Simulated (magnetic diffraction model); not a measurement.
# ErMg14Ag: the ordered moment from one line

Space group P-6m2 (no. 187), a = 6.8400 Å, c = 10.5370 Å.

| site | atom | x | y | z |
| --- | --- | --- | --- | --- |
| 1b | Er | 0 | 0 | 1/2 |
| 1a | Ag | 0 | 0 | 0 |
| 2i | Mg | 2/3 | 1/3 | 0.7497 |
| 6n | Mg | 0.6615 | 0.8307 | 0.7487 |
| 3k | Mg | 0.4967 | 0.5033 | 1/2 |
| 3j | Mg | 0.4957 | 0.5043 | 0 |

This is a made-up structure (elements placed in a structure type, unrelaxed), so the numbers test the method and describe no known phase.

Only Er is taken to order (form factors of Er3+); orders and moment sizes are assumed, and not adapted to the symmetry. Radiation: neutrons of λ = 1.594 Å, 2° to 30°; isotropic B of 0.17 Å² (Er), 0.17 Å² (Ag) and 0.23 Å² (Mg). The intensities are simulated: I ∝ L Σ (|F_N|² + |F_M⊥|²) for unpolarised neutrons, with F_M = 2.695 fm/μB × Σ f(s) S exp(2πi Q·r) exp(−B s²) at Q = H ± k (one set where k and −k are equivalent), only the part normal to Q counting and L = 1/(sin²θ cos θ). For a modulated order the moment at position r is S exp(−2πi k·r) + c.c., with S = m/2 for a sine wave of amplitude m and S = m(u + iv)/2 for moments turning in a plane, u and v being orthogonal unit vectors in it; the phase factor of the sum at Q = H + k is then exp(2πi H·r). Form factors are spin-only for 3d ions and dipole or tabulated for f ions, scattering lengths are Sears's of 1992, and absorption is left out. A label names one of the reflections at its angle. The strongest nuclear line in the range is 100, and lines under 0.2 are left out.

In a first state the assumed order is k = (1/3 1/3 0), moments turning in the plane of [100] and [010], 5.5 μB on Er, with this pattern:

```csv
2θ (°),index,nuclear,magnetic
8.68,(0 0 1),41.3,0.0
8.91,(1/3 1/3 0),0.0,1370.2
12.45,(1/3 1/3 1),0.0,2060.0
15.46,(1 0 0),63.4,0.0
17.40,(0 0 2),19.9,0.0
17.76,(1 0 1),46.8,0.0
17.88,(2/3 2/3 0),0.0,326.7
19.58,(1/3 1/3 2),0.0,965.1
19.90,(2/3 2/3 1),0.0,620.3
23.36,(1 0 2),100.0,0.0
23.72,(4/3 1/3 0),0.0,356.6
25.05,(2/3 2/3 2),0.0,470.6
25.30,(4/3 1/3 1),0.0,693.1
26.23,(0 0 3),1.1,0.0
26.95,(1 1 0),26.9,0.0
27.75,(1/3 1/3 3),0.0,477.8
```
(The table stops after 16 lines; 2 more lie at higher angle.)

**Question.** Nearer the ordering temperature the line at 12.45° has total intensity 1485.2 on the same scale, and all moments have shrunk alike. How large is the Er moment?

The nuclear part, 0.0, stays, so the magnetic part is 1485.2 against 2060.0. It goes as m², so m = 5.5 × √(1485.2/2060.0) = 4.67 μB; the value used was 4.67 μB.

[Logs are printed without paths, hosts, clocks, repeated set-up lines and the standing remarks that a program may print on its own settings, such as how far it seeks lower states.]
